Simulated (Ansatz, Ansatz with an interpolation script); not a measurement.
# Settings in Wannier-interpolated G0W0: Al2O3 (Corundum), part 2 of 2

How do the Wannier model and the GW settings move the interpolated bands of Al2O3 (Corundum)?

Ansatz 0.2.0; maximally localised Wannier functions, LDA, plane waves, PAW; PAW set soft_1. Known limits of the many-body steps: not at the basis limit; coarse k mesh.

So far. Step 3 (Wannier model on 4×4×4): Near the gap the model misses directly solved bands by 3.5 meV r.m.s. and by 34 meV at most in the window tested. This tests the starting bands, not the corrections carried with them. Step 5 (G0W0: 4×4×4 mesh, 390 empty bands, screening to 160 eV …): The G0W0 gap on the mesh is 8.913 eV.

### 6. G0W0: 2×2×2 mesh, 390 empty bands, screening to 160 eV, PAW set soft_1 files

Level of this step: G0W0 on LDA, plane waves, PAW; PAW set soft_1 (Ansatz).

input.yaml

```yaml
crystal:
  lattice:
    - [2.38025, 1.37423798, 4.33186667]
    - [-2.38025, 1.37423798, 4.33186667]
    - [0.0, -2.74847596, 4.33186667]
  atoms:
    - { symbol: Al, position: [0.35216, 0.35216, 0.35216] }
    - { symbol: Al, position: [0.14784, 0.14784, 0.14784] }
    - { symbol: Al, position: [0.64784, 0.64784, 0.64784] }
    - { symbol: Al, position: [0.85216, 0.85216, 0.85216] }
    - { symbol: O, position: [0.55668, 0.94332, 0.25] }
    - { symbol: O, position: [0.25, 0.55668, 0.94332] }
    - { symbol: O, position: [0.94332, 0.25, 0.55668] }
    - { symbol: O, position: [0.44332, 0.05668, 0.75] }
    - { symbol: O, position: [0.75, 0.44332, 0.05668] }
    - { symbol: O, position: [0.05668, 0.75, 0.44332] }
kpoints:
  mp_grid: { grid: [2, 2, 2] }
hamiltonian:
  xc: lda
  pseudopotentials: { kind: paw, azcp: { folder: soft_1 }, xc_functional: pbe }
scf:
  occupations: { method: fixed }
gw:
  n_empty_bands: 390
  ecut_chi: 160.0
  qp_bands: [v18, c2]
  screening: { model: contour_deformation }
```

Run with:

```
> ansatz run input.yaml --threads 3 --pin off --max-ram 92160MiB --backend cuda --events-out ev --progress --plain --runs-dir out --devices 1 --max-vram 13GiB
```

Numbers of over 12 decimals in the logs are rounded to 6 here.

What it wrote:

```text
GPUs: using 1 of 1 available (devices: 1).
[...]
concurrent solve slots: 2 of 3 are kept, ahead of what memory takes: no pass of the eigensolver takes more rounds on 2
[...]
GPU FFT provider: cuFFT
GPU libraries: cuBLAS 13.8.2, cuFFT 12.4.0, cuSOLVER 12.3.4
Crystal: 10 atoms, lattice volume = 85.018 Å³
Basis set: ecut = 420 eV, 1653 PW (Γ)
[...]
0    14      3.9741   -23.7741     4.6077   -17.5135  0.7922     2.2935     2.3212  root
[...]
3    23      6.9789   -26.7817     4.3512   -21.1180  0.7999     5.6534     5.6665  root
     3    24      6.9789   -26.7817     4.3512   -21.1180  0.7999     5.6534     5.6665  root
     3    25     15.9129   -10.4722    -4.5028   -16.6539  0.8367    17.6094    17.5918  root
     3    26     15.9129   -10.4722    -4.5028   -16.6539  0.8367    17.6094    17.5918  root
[key lines of the parts left out:]
SCF converged after 7 iterations
Free energy (F): -5399.803440 eV
Fermi energy:    7.362554 eV
```

The job ended after 7.9 s (1 × NVIDIA H100 80GB HBM3 (shared by 6 runs) with 3 threads of AMD EPYC 7R13 (Zen 3), shared host; peak memory 1.1 GiB).

The G0W0 gap on the mesh is 8.927 eV.

### 7. G0W0: 4×4×4 mesh, 181 empty bands, screening to 96 eV, PAW set soft_1 files

input.yaml, as its differences from that of step 6:

```diff
@@ -17,3 +17,3 @@
 kpoints:
-  mp_grid: { grid: [2, 2, 2] }
+  mp_grid: { grid: [4, 4, 4] }
 hamiltonian:
@@ -24,4 +24,4 @@
 gw:
-  n_empty_bands: 390
-  ecut_chi: 160.0
+  n_empty_bands: 181
+  ecut_chi: 96
   qp_bands: [v18, c2]
```

What it wrote:

```text
GPUs: using 1 of 1 available (devices: 1).
[...]
GPU FFT provider: cuFFT
GPU libraries: cuBLAS 13.8.2, cuFFT 12.4.0, cuSOLVER 12.3.4
Crystal: 10 atoms, lattice volume = 85.018 Å³
Basis set: ecut = 420 eV, 1653 PW (Γ)
Bands: 34, of which v1, the nominal top of the filled ones, is band 24 counted from 1 (23 counted from 0)
Symmetry: 12 space group operations
[...]
k-points: 13 of 64
[...]
0    14      3.9691   -23.7550     4.7661   -17.5172  0.7964     2.4765     2.4974  root
[...]
12    23      6.9718   -26.6746     4.5279   -21.1189  0.8071     5.9367     5.9441  root
    12    24      6.9718   -26.6746     4.5279   -21.1189  0.8071     5.9367     5.9441  root
    12    25     15.9096   -10.5966    -4.2329   -16.6563  0.8438    17.7552    17.7365  root
    12    26     15.9096   -10.5966    -4.2329   -16.6563  0.8438    17.7552    17.7365  root
[key lines of the parts left out:]
SCF converged after 7 iterations
Free energy (F): -5399.858852 eV
Fermi energy:    7.355318 eV
```

Elapsed: 33 s, on 1 × NVIDIA H100 80GB HBM3 (shared by 6 runs) with 3 threads; peak memory 1.1 GiB.

The G0W0 gap on the mesh is 8.695 eV.

### 8. G0W0: 4×4×4 mesh, 390 empty bands, screening to 160 eV, plasmon pole, PAW set soft_1 files

input.yaml, as its differences from that of step 7:

```diff
@@ -24,5 +24,5 @@
 gw:
-  n_empty_bands: 181
-  ecut_chi: 96
+  n_empty_bands: 390
+  ecut_chi: 160.0
   qp_bands: [v18, c2]
-  screening: { model: contour_deformation }
+  screening: { model: godby_needs }
```

What it wrote:

```text
GPUs: using 1 of 1 available (devices: 1).
[...]
GPU FFT provider: cuFFT
GPU libraries: cuBLAS 13.8.2, cuFFT 12.4.0, cuSOLVER 12.3.4
Crystal: 10 atoms, lattice volume = 85.018 Å³
Basis set: ecut = 420 eV, 1653 PW (Γ)
Bands: 34, of which v1, the nominal top of the filled ones, is band 24 counted from 1 (23 counted from 0)
Symmetry: 12 space group operations
[...]
k-points: 13 of 64
[...]
0    14      3.9691   -23.7550     4.5853   -17.5172  0.8035     2.3076     2.3167  root
[...]
12    23      6.9718   -26.6746     4.3215   -21.1189  0.8093     5.7299     5.7376  root
    12    24      6.9718   -26.6746     4.3215   -21.1189  0.8093     5.7299     5.7376  root
    12    25     15.9096   -10.5966    -4.3228   -16.6563  0.8458    17.6582    17.6465  root
    12    26     15.9096   -10.5966    -4.3228   -16.6563  0.8458    17.6582    17.6465  root
[key lines of the parts left out:]
SCF converged after 7 iterations
Free energy (F): -5399.858852 eV
Fermi energy:    7.355318 eV
```

Elapsed: 98 s, on 1 × NVIDIA H100 80GB HBM3 (shared by 6 runs) with 3 threads; peak memory 2.8 GiB; 3.3 min of CPU time.

The G0W0 gap on the mesh is 8.862 eV.

### 9. Interpolated results

Times are wall times on 1 × NVIDIA H100 80GB HBM3 (shared by 6 runs) with 3 threads of AMD EPYC 7R13 (Zen 3), shared host, good to a factor of about two.

```tsv
GW mesh	empty bands	cutoff (eV)	frequency	gap on mesh (eV)	gap over zone (eV)	direct gap (eV)	valence width (eV)	GW time
4×4×4	390	160	contour deformation	8.913	8.913	8.913	7.477	52 s
2×2×2	390	160	contour deformation	8.927	8.930	8.931	7.468	7.9 s
4×4×4	181	96	contour deformation	8.695	8.695	8.695	7.610	33 s
4×4×4	390	160	plasmon pole	8.862	8.862	8.862	7.618	98 s
```

### 10. What came out

| Property | Result |
| --- | --- |
| 4×4×4 mesh, 390 empty bands, screening to 160 eV, PAW set soft_1 files | 8.91 eV |
| 2×2×2 mesh, 390 empty bands, screening to 160 eV, PAW set soft_1 files | 8.93 eV |
| 4×4×4 mesh, 181 empty bands, screening to 96 eV, PAW set soft_1 files | 8.70 eV |
| 4×4×4 mesh, 390 empty bands, screening to 160 eV, plasmon pole, PAW set soft_1 files | 8.86 eV |

The largest change, −0.22 eV in the gap over the zone, comes with 4×4×4 mesh, 181 empty bands, screening to 96 eV, PAW set soft_1 files. The first run is a reference, not a converged one, and where a row moves several settings no single cause can be named. Rows on another GW mesh add that mesh's corrections to the bands of the one model. Coarser Wannier mesh (4×4×4): the miss near the gap goes from under 1 (the model on 8×8×8) to 4 meV and the total spread from 46.7 to 41.7 Å². With 2×2×2 mesh, 390 empty bands, screening to 160 eV, PAW set soft_1 files the gap over the zone moves by +0.02 eV and that on the mesh by +0.01 eV. With 4×4×4 mesh, 181 empty bands, screening to 96 eV, PAW set soft_1 files the gap over the zone moves by −0.22 eV and that on the mesh by −0.22 eV. With 4×4×4 mesh, 390 empty bands, screening to 160 eV, plasmon pole, PAW set soft_1 files the gap over the zone moves by −0.05 eV and that on the mesh by −0.05 eV. Gaps over the zone and on the mesh differ where an edge lies off the mesh, or where a GW run starts from another density: the starting gap over the zone is 6.161 eV, on the GW meshes it is 6.161 eV and 6.157 eV.

[Paths, hosts, dates, memory and timing lines, banners, echoed tables and standing remarks are left out of the program output.]

[Logs are printed without paths, hosts, clocks, repeated set-up lines and the standing remarks that a program may print on its own settings, such as how far it seeks lower states.]

[Runs of the session that timed out or met a known fault of the program may be left out.]

[Hosts, paths, dates, database ids (printed as entryN), source tags and the programs' standing remarks are cut or masked in the printed files.]
